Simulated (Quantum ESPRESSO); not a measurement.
# arsenene, 1 layer, rectangular cell, stepped through strain along the first axis, part 2 of 5

Wanted: a table for arsenene, 1 layer, rectangular cell against strain along the first axis, and what can be fitted to it.

Quantum ESPRESSO 7.5; plane-wave DFT, PBE, GBRV ultrasoft pseudopotentials.

So far. Step 2 (Relaxing cell and ions of the reference):  The last row is no step: it is a fresh SCF in the final cell with a new plane-wave basis, -0 meV from the row before.

### 3. Relaxing the ions, -4 %

m0.relax.in reads:

```
&control
  prefix = 'm0.relax'
  outdir = './out'
  pseudo_dir = './pseudo'
  nstep = 40
  forc_conv_thr = 0.0003
  calculation = 'relax'
  tstress = .true.
/
&system
  ibrav = 0
  nat = 4
  ntyp = 1
  ecutwfc = 50
  ecutrho = 250
  occupations = 'smearing'
  smearing = 'fd'
  degauss = 0.002
/
&electrons
  conv_thr = 1e-09
  mixing_beta = 0.4
  electron_maxstep = 120
  mixing_mode = 'plain'
/
&ions
/
ATOMIC_SPECIES
  As  74.9216  as_pbe_v1.uspp.F.UPF
CELL_PARAMETERS angstrom
  3.46667609664000 0.00000000000000 0.00000000000000
  0.00000000000000 6.25304417500000 0.00000000000000
  0.00000000000000 0.00000000000000 16.40000000000000
ATOMIC_POSITIONS crystal
  As  0.500000000000 0.166684633500 0.457414708500
  As  0.000000000000 0.666684619600 0.457414710100
  As  0.999999999900 0.333315380500 0.542585289900
  As  0.500000000000 0.833315366500 0.542585291500
K_POINTS automatic
  8 6 1 0 0 0
```

Run with:

```sh
$ OMP_NUM_THREADS=1 mpirun -n 4 pw.x -nk 2 -in m0.relax.in > m0.relax.out
```

Log:

```text
[banner, memory and clock lines left out]
Program PWSCF v.7.5 starts
[citation notice left out]

[...]
Message from routine setup:
[...]
bravais-lattice index     =            0
     lattice parameter (alat)  =       6.5511  a.u.
     unit-cell volume          =    2399.0827 (a.u.)^3
     number of atoms/cell      =            4
     number of atomic types    =            1
     number of electrons       =        20.00
     number of Kohn-Sham states=           14
     kinetic-energy cutoff     =      50.0000  Ry
     charge density cutoff     =     250.0000  Ry
     scf convergence threshold =      1.0E-09
     mixing beta               =       0.4000
     number of iterations used =            8  plain     mixing
     energy convergence thresh.=      1.0E-04
     force convergence thresh. =      3.0E-04
     Exchange-correlation= SLA  PW   PBE  PBE
                           (   1   4   3   4   0   0   0)
     nstep                     =           40

[...]
PseudoPot. # 1 for As read from file:
     ./pseudo/as_pbe_v1.uspp.F.UPF
     Pseudo is Ultrasoft + core correction, Zval =  5.0
     Generated by new atomic code, or converted to UPF format
     Using radial grid of  875 points,  6 beta functions with:
                l(1) =   0
                l(2) =   0
                l(3) =   1
                l(4) =   1
                l(5) =   2
                l(6) =   2
     Q(r) pseudized with  8 coefficients,  rinner =    1.300   1.300   1.300
                                                       1.300   1.300

     atomic species   valence    mass     pseudopotential
     As                5.00    74.92160     As( 1.00)

      4 Sym. Ops., with inversion, found

[...]
number of k points=    20  Fermi-Dirac smearing, width (Ry)=  0.0020
[...]
Dense  grid:   160221 G-vectors     FFT dimensions: (  36,  60, 160)

     Smooth grid:   114651 G-vectors     FFT dimensions: (  30,  54, 144)

     Initial potential from superposition of free atoms

     starting charge      19.9990, renormalised to      20.0000

     negative rho (up, down):  1.507E-04 0.000E+00
     Starting wfcs are   16 randomized atomic wfcs

     per-process dynamical memory:    66.2 Mb

     Self-consistent Calculation

     iteration #  1     ecut=    50.00 Ry     beta= 0.40
     Davidson diagonalization with overlap
     ethr =  1.00E-02,  avg # of iterations =  2.0

     Threshold (ethr) on eigenvalues was too large:
     Diagonalizing with lowered threshold

     Davidson diagonalization with overlap
     ethr =  2.21E-04,  avg # of iterations =  2.6

     negative rho (up, down):  2.614E-05 0.000E+00

     total energy              =    -161.08059307 Ry
     estimated scf accuracy    <       0.04419909 Ry

     iteration #  2     ecut=    50.00 Ry     beta= 0.40
[...]
negative rho (up, down):  6.785E-05 0.000E+00

[...]
total energy              =    -161.07962419 Ry
     estimated scf accuracy    <       0.01271152 Ry

     iteration #  3     ecut=    50.00 Ry     beta= 0.40
[...]
negative rho (up, down):  9.583E-05 0.000E+00

[...]
total energy              =    -161.08079297 Ry
     estimated scf accuracy    <       0.00041694 Ry

     iteration #  4     ecut=    50.00 Ry     beta= 0.40
[...]
negative rho (up, down):  1.183E-04 0.000E+00

[...]
total energy              =    -161.08109145 Ry
     estimated scf accuracy    <       0.00008284 Ry

     iteration #  5     ecut=    50.00 Ry     beta= 0.40
[...]
negative rho (up, down):  1.318E-04 0.000E+00

[...]
total energy              =    -161.08110294 Ry
     estimated scf accuracy    <       0.00002694 Ry

     iteration #  6     ecut=    50.00 Ry     beta= 0.40
[...]
negative rho (up, down):  1.416E-04 0.000E+00

[...]
total energy              =    -161.08111202 Ry
     estimated scf accuracy    <       0.00000176 Ry

     iteration #  7     ecut=    50.00 Ry     beta= 0.40
[...]
negative rho (up, down):  1.472E-04 0.000E+00

[...]
total energy              =    -161.08111422 Ry
     estimated scf accuracy    <       0.00000043 Ry

     iteration #  8     ecut=    50.00 Ry     beta= 0.40
[...]
negative rho (up, down):  1.505E-04 0.000E+00

[...]
total energy              =    -161.08111434 Ry
     estimated scf accuracy    <       0.00000005 Ry

     iteration #  9     ecut=    50.00 Ry     beta= 0.40
[...]
negative rho (up, down):  1.527E-04 0.000E+00

[...]
total energy              =    -161.08111439 Ry
     estimated scf accuracy    <       0.00000002 Ry

     iteration # 10     ecut=    50.00 Ry     beta= 0.40
[...]
negative rho (up, down):  1.561E-04 0.000E+00

[...]
End of self-consistent calculation

          k = 0.0000 0.0000 0.0000 ( 14369 PWs)   bands (ev):

   -16.2216 -13.8503 -11.5848  -9.7142  -6.0203  -4.1545  -3.9927  -3.1530
    -2.4291  -2.1651  -0.2464  -0.1156   0.5750   1.1275

          k = 0.0000 0.0924 0.0000 ( 14309 PWs)   bands (ev):

   -16.1295 -14.1966 -11.1653  -9.6949  -6.1787  -3.9085  -3.8497  -3.4153
    -3.0761  -2.3623  -0.3675   0.5938   0.8726   0.8838

[...]
the Fermi energy is    -1.5032 ev

!    total energy              =    -161.08111442 Ry
     estimated scf accuracy    <          3.5E-10 Ry
     smearing contrib. (-TS)   =      -0.00000000 Ry
     internal energy E=F+TS    =    -161.08111442 Ry

     The total energy is F=E-TS. E is the sum of the following terms:
     one-electron contribution =    -204.36799142 Ry
     hartree contribution      =     106.18960572 Ry
     xc contribution           =    -126.10280460 Ry
     ewald contribution        =      63.20007588 Ry

     convergence has been achieved in  10 iterations

     negative rho (up, down):  1.561E-04 0.000E+00

     Forces acting on atoms (cartesian axes, Ry/au):

     atom    1 type  1   force =     0.00000000   -0.00597807   -0.01099514
     atom    2 type  1   force =     0.00000000   -0.00597772   -0.01099536
     atom    3 type  1   force =     0.00000000    0.00597772    0.01099536
     atom    4 type  1   force =     0.00000000    0.00597807    0.01099514

     Total force =     0.025030     Total SCF correction =     0.000012

     Computing stress (Cartesian axis) and pressure

     negative rho (up, down):  1.561E-04 0.000E+00
          total   stress  (Ry/bohr**3)                   (kbar)     P=        7.92
   0.00011643   0.00000000   0.00000000           17.13        0.00        0.00
   0.00000000   0.00002160   0.00001313            0.00        3.18        1.93
   0.00000000   0.00001313   0.00002350            0.00        1.93        3.46

     BFGS Geometry Optimization
     Energy error            =      6.3E-04 Ry
     Gradient error          =      1.1E-02 Ry/Bohr

     number of scf cycles    =   1
     number of bfgs steps    =   0

     energy             new  =    -161.0811144246 Ry

     new trust radius        =       0.0125152317 bohr
     new conv_thr            =       0.0000000010 Ry

ATOMIC_POSITIONS (crystal)
As               0.5000000000        0.1661787270        0.4570599295
As               0.0000000000        0.6661787427        0.4570599239
As               0.9999999999        0.3338212574        0.5429400761
As               0.5000000000        0.8338212730        0.5429400705

[...]
NEW-OLD atomic charge density approx. for the potential

     negative rho (up, down):  1.572E-04 0.000E+00

     per-process dynamical memory:    74.4 Mb

[...]
!    total energy              =    -161.08157412 Ry
[...]
Total force =     0.011932     Total SCF correction =     0.000021
[...]
number of bfgs steps    =   1
[...]
energy             new  =    -161.0815741194 Ry
[...]
new trust radius        =       0.0115517457 bohr
[...]
!    total energy              =    -161.08171993 Ry
[...]
Total force =     0.002676     Total SCF correction =     0.000002
[...]
number of bfgs steps    =   2
[...]
energy             new  =    -161.0817199286 Ry
[...]
new trust radius        =       0.0016963503 bohr
[...]
!    total energy              =    -161.08172647 Ry
[...]
Total force =     0.001753     Total SCF correction =     0.000001
[...]
number of bfgs steps    =   3
[...]
energy             new  =    -161.0817264715 Ry
[...]
new trust radius        =       0.0018659853 bohr
[...]
Self-consistent Calculation

     iteration #  1     ecut=    50.00 Ry     beta= 0.40
     Davidson diagonalization with overlap
     ethr =  1.00E-06,  avg # of iterations =  2.0

     Threshold (ethr) on eigenvalues was too large:
     Diagonalizing with lowered threshold

     Davidson diagonalization with overlap
     ethr =  9.60E-10,  avg # of iterations =  7.2

     negative rho (up, down):  1.544E-04 0.000E+00

     total energy              =    -161.08173033 Ry
     estimated scf accuracy    <       0.00000017 Ry

[...]
iteration #  5     ecut=    50.00 Ry     beta= 0.40
[...]
negative rho (up, down):  1.543E-04 0.000E+00

[...]
End of self-consistent calculation

          k = 0.0000 0.0000 0.0000 ( 14369 PWs)   bands (ev):

   -16.1170 -13.7057 -11.5968  -9.7501  -5.9756  -4.1988  -3.8617  -3.1842
    -2.3890  -1.9997  -0.1620  -0.0452   0.5658   1.2146

          k = 0.0000 0.0924 0.0000 ( 14309 PWs)   bands (ev):

   -16.0245 -14.0682 -11.1667  -9.7303  -6.1369  -3.8856  -3.7769  -3.3486
    -3.1163  -2.2044  -0.3315   0.6405   0.9118   0.9597

[...]
the Fermi energy is    -1.4479 ev

!    total energy              =    -161.08173034 Ry
     estimated scf accuracy    <          8.7E-12 Ry
     smearing contrib. (-TS)   =      -0.00000000 Ry
     internal energy E=F+TS    =    -161.08173034 Ry

     The total energy is F=E-TS. E is the sum of the following terms:
     one-electron contribution =    -203.59269212 Ry
     hartree contribution      =     105.82567262 Ry
     xc contribution           =    -126.07572191 Ry
     ewald contribution        =      62.76101107 Ry

     convergence has been achieved in   5 iterations

     negative rho (up, down):  1.543E-04 0.000E+00

     Forces acting on atoms (cartesian axes, Ry/au):

     atom    1 type  1   force =     0.00000000   -0.00013821    0.00019691
     atom    2 type  1   force =     0.00000000   -0.00013832    0.00019694
     atom    3 type  1   force =     0.00000000    0.00013832   -0.00019694
     atom    4 type  1   force =     0.00000000    0.00013821   -0.00019691

     Total force =     0.000481     Total SCF correction =     0.000001

     Computing stress (Cartesian axis) and pressure

     negative rho (up, down):  1.543E-04 0.000E+00
          total   stress  (Ry/bohr**3)                   (kbar)     P=        5.78
   0.00010326   0.00000000   0.00000000           15.19        0.00        0.00
   0.00000000   0.00001573   0.00000029            0.00        2.31        0.04
   0.00000000   0.00000029  -0.00000111            0.00        0.04       -0.16

     Energy error            =      3.9E-06 Ry
     Gradient error          =      2.0E-04 Ry/Bohr

     bfgs converged in   5 scf cycles and   4 bfgs steps
     (criteria: energy <  1.0E-04 Ry, force <  3.0E-04 Ry/Bohr)

     End of BFGS Geometry Optimization

     Final energy             =    -161.0817303393 Ry

     File ./out/m0.relax.bfgs deleted, as requested
Begin final coordinates

ATOMIC_POSITIONS (crystal)
As               0.5000000000        0.1652796622        0.4567898788
As               0.0000000000        0.6652796970        0.4567898830
As               0.9999999999        0.3347203031        0.5432101170
As               0.5000000000        0.8347203378        0.5432101212
End final coordinates

[...]
```

The job ended after 1.9 min (4 MPI ranks of Arm Neoverse V1, shared host; peak memory 0.86 GiB).

Relaxation path:

```csv
step,energy less that of the first step (eV),largest force (eV/Å)
1,0.0000,0.3218
2,-0.0063,0.1534
3,-0.0082,0.0344
4,-0.0083,0.0225
5,-0.0084,0.0062
```

The atoms that moved most (Å):

```csv
atom,dx,dy,dz,length
As1,0.000,-0.009,-0.010,0.013
As4,0.000,0.009,0.010,0.013
As3,0.000,0.009,0.010,0.013
As2,0.000,-0.009,-0.010,0.013
```

Final coordinates:

```cif
data_structure
_symmetry_space_group_name_H-M 'P 1'
_symmetry_Int_Tables_number 1
_cell_length_a 3.4667
_cell_length_b 6.2530
_cell_length_c 16.4000
_cell_angle_alpha 90.000
_cell_angle_beta 90.000
_cell_angle_gamma 90.000
_cell_volume 355.51
loop_
_atom_site_label
_atom_site_type_symbol
_atom_site_fract_x
_atom_site_fract_y
_atom_site_fract_z
_atom_site_occupancy
As1 As 0.50000 0.16528 0.45679 1
As2 As 0.00000 0.66528 0.45679 1
As3 As 0.00000 0.33472 0.54321 1
As4 As 0.50000 0.83472 0.54321 1
```

The relaxation lowers the energy by 2 meV an atom.

Numbers from this step:

| Property | Result |
| --- | --- |
| free energy | -2191.6286 eV |
| Fermi energy | -1.448 eV |

### 4. Self-consistent run, -4 %

The self-consistent run of this member.

m0.scf.in reads:

```
&control
  prefix = 'm0.scf'
  outdir = './out'
  pseudo_dir = './pseudo'
  calculation = 'scf'
  tprnfor = .true.
/
&system
  ibrav = 0
  nat = 4
  ntyp = 1
  ecutwfc = 40
  ecutrho = 200
  occupations = 'smearing'
  smearing = 'fd'
  degauss = 0.002
  nbnd = 14
/
&electrons
  conv_thr = 1e-09
  mixing_beta = 0.4
  electron_maxstep = 120
  mixing_mode = 'plain'
/
ATOMIC_SPECIES
  As  74.9216  as_pbe_v1.uspp.F.UPF
CELL_PARAMETERS angstrom
  3.46667609664000 0.00000000000000 0.00000000000000
  0.00000000000000 6.25304417500000 0.00000000000000
  0.00000000000000 0.00000000000000 16.40000000000000
ATOMIC_POSITIONS crystal
  As  0.500000000000 0.165279662200 0.456789878800
  As  0.000000000000 0.665279697000 0.456789883000
  As  0.999999999900 0.334720303100 0.543210117000
  As  0.500000000000 0.834720337800 0.543210121200
K_POINTS automatic
  8 6 1 0 0 0
```

Run with:

```sh
$ OMP_NUM_THREADS=1 mpirun -n 4 pw.x -nk 2 -in m0.scf.in > m0.scf.out
```

Log:

```text
[banner, memory and clock lines left out]
Program PWSCF v.7.5 starts
[citation notice left out]

[...]
Message from routine setup:
[...]
bravais-lattice index     =            0
     lattice parameter (alat)  =       6.5511  a.u.
     unit-cell volume          =    2399.0827 (a.u.)^3
     number of atoms/cell      =            4
     number of atomic types    =            1
     number of electrons       =        20.00
     number of Kohn-Sham states=           14
     kinetic-energy cutoff     =      40.0000  Ry
     charge density cutoff     =     200.0000  Ry
     scf convergence threshold =      1.0E-09
     mixing beta               =       0.4000
     number of iterations used =            8  plain     mixing
     Exchange-correlation= SLA  PW   PBE  PBE
                           (   1   4   3   4   0   0   0)

[...]
PseudoPot. # 1 for As read from file:
     ./pseudo/as_pbe_v1.uspp.F.UPF
     Pseudo is Ultrasoft + core correction, Zval =  5.0
     Generated by new atomic code, or converted to UPF format
     Using radial grid of  875 points,  6 beta functions with:
                l(1) =   0
                l(2) =   0
                l(3) =   1
                l(4) =   1
                l(5) =   2
                l(6) =   2
     Q(r) pseudized with  8 coefficients,  rinner =    1.300   1.300   1.300
                                                       1.300   1.300

     atomic species   valence    mass     pseudopotential
     As                5.00    74.92160     As( 1.00)

      4 Sym. Ops., with inversion, found

[...]
number of k points=    20  Fermi-Dirac smearing, width (Ry)=  0.0020
[...]
Dense  grid:   114651 G-vectors     FFT dimensions: (  30,  54, 144)

     Smooth grid:    81993 G-vectors     FFT dimensions: (  27,  48, 125)

     Initial potential from superposition of free atoms

     starting charge      19.9990, renormalised to      20.0000

     negative rho (up, down):  1.757E-04 0.000E+00
     Starting wfcs are   16 randomized atomic wfcs

     per-process dynamical memory:    48.5 Mb

     Self-consistent Calculation

     iteration #  1     ecut=    40.00 Ry     beta= 0.40
     Davidson diagonalization with overlap
     ethr =  1.00E-02,  avg # of iterations =  2.0

     Threshold (ethr) on eigenvalues was too large:
     Diagonalizing with lowered threshold

     Davidson diagonalization with overlap
     ethr =  2.16E-04,  avg # of iterations =  2.3

     negative rho (up, down):  2.593E-04 0.000E+00

     total energy              =    -161.08107547 Ry
     estimated scf accuracy    <       0.04372604 Ry

     iteration #  2     ecut=    40.00 Ry     beta= 0.40
[...]
negative rho (up, down):  3.469E-04 0.000E+00

[...]
total energy              =    -161.08019680 Ry
     estimated scf accuracy    <       0.01234336 Ry

     iteration #  3     ecut=    40.00 Ry     beta= 0.40
[...]
negative rho (up, down):  3.604E-04 0.000E+00

[...]
total energy              =    -161.08115697 Ry
     estimated scf accuracy    <       0.00044996 Ry

     iteration #  4     ecut=    40.00 Ry     beta= 0.40
[...]
c_bands:  1 eigenvalues not converged
[...]
negative rho (up, down):  3.679E-04 0.000E+00

[...]
total energy              =    -161.08137823 Ry
     estimated scf accuracy    <       0.00004684 Ry

     iteration #  5     ecut=    40.00 Ry     beta= 0.40
[...]
negative rho (up, down):  3.702E-04 0.000E+00

[...]
total energy              =    -161.08139049 Ry
     estimated scf accuracy    <       0.00001751 Ry

     iteration #  6     ecut=    40.00 Ry     beta= 0.40
[...]
negative rho (up, down):  3.758E-04 0.000E+00

[...]
total energy              =    -161.08139665 Ry
     estimated scf accuracy    <       0.00000132 Ry

     iteration #  7     ecut=    40.00 Ry     beta= 0.40
[...]
negative rho (up, down):  3.792E-04 0.000E+00

[...]
total energy              =    -161.08139839 Ry
     estimated scf accuracy    <       0.00000029 Ry

     iteration #  8     ecut=    40.00 Ry     beta= 0.40
[...]
negative rho (up, down):  3.810E-04 0.000E+00

[...]
total energy              =    -161.08139849 Ry
     estimated scf accuracy    <       0.00000005 Ry

     iteration #  9     ecut=    40.00 Ry     beta= 0.40
[...]
negative rho (up, down):  3.824E-04 0.000E+00

[...]
total energy              =    -161.08139850 Ry
     estimated scf accuracy    <       0.00000002 Ry

     iteration # 10     ecut=    40.00 Ry     beta= 0.40
[...]
negative rho (up, down):  3.846E-04 0.000E+00

[...]
End of self-consistent calculation

          k = 0.0000 0.0000 0.0000 ( 10245 PWs)   bands (ev):

   -16.1179 -13.7064 -11.5970  -9.7494  -5.9754  -4.1984  -3.8622  -3.1837
    -2.3894  -2.0002  -0.1628  -0.0458   0.5660   1.2145

          k = 0.0000 0.0924 0.0000 ( 10256 PWs)   bands (ev):

   -16.0254 -14.0689 -11.1668  -9.7296  -6.1367  -3.8852  -3.7774  -3.3491
    -3.1159  -2.2049  -0.3318   0.6401   0.9117   0.9597

[...]
the Fermi energy is    -1.3932 ev

!    total energy              =    -161.08139849 Ry
     estimated scf accuracy    <          7.1E-10 Ry
     smearing contrib. (-TS)   =      -0.00000000 Ry
     internal energy E=F+TS    =    -161.08139849 Ry

     The total energy is F=E-TS. E is the sum of the following terms:
     one-electron contribution =    -203.58864542 Ry
     hartree contribution      =     105.82473481 Ry
     xc contribution           =    -126.07849896 Ry
     ewald contribution        =      62.76101109 Ry

     convergence has been achieved in  10 iterations

     negative rho (up, down):  3.846E-04 0.000E+00

     Forces acting on atoms (cartesian axes, Ry/au):

     atom    1 type  1   force =     0.00000000   -0.00014493   -0.00001356
     atom    2 type  1   force =     0.00000000   -0.00014527   -0.00001339
     atom    3 type  1   force =     0.00000000    0.00014527    0.00001339
     atom    4 type  1   force =     0.00000000    0.00014493    0.00001356

     Total force =     0.000291     Total SCF correction =     0.000025

[...]
```

Run time: 20 s. Hardware: 4 MPI ranks; peak memory 0.54 GiB; 81 s of CPU time.

Numbers from this step:

| Property | Result |
| --- | --- |
| free energy | -2191.6241 eV |
| Fermi energy | -1.393 eV |
| valence top, on the run's zero | -2.000 eV |
| conduction bottom, on the run's zero | -0.8146 eV |
| gap by band count | 1.186 eV |

[end of part 2 of 5]

[Logs are printed without paths, hosts, clocks, repeated set-up lines and the standing remarks that a program may print on its own settings, such as how far it seeks lower states.]

[Hosts, paths, dates, database ids (printed as entryN), source tags and the programs' standing remarks are cut or masked in the printed files.]

[Maps of the electrostatic potential energy from Ansatz leave out the sawtooth potential of an applied field or a dipole correction, so their vacuum need not be flat; planar profiles and work functions include it.]
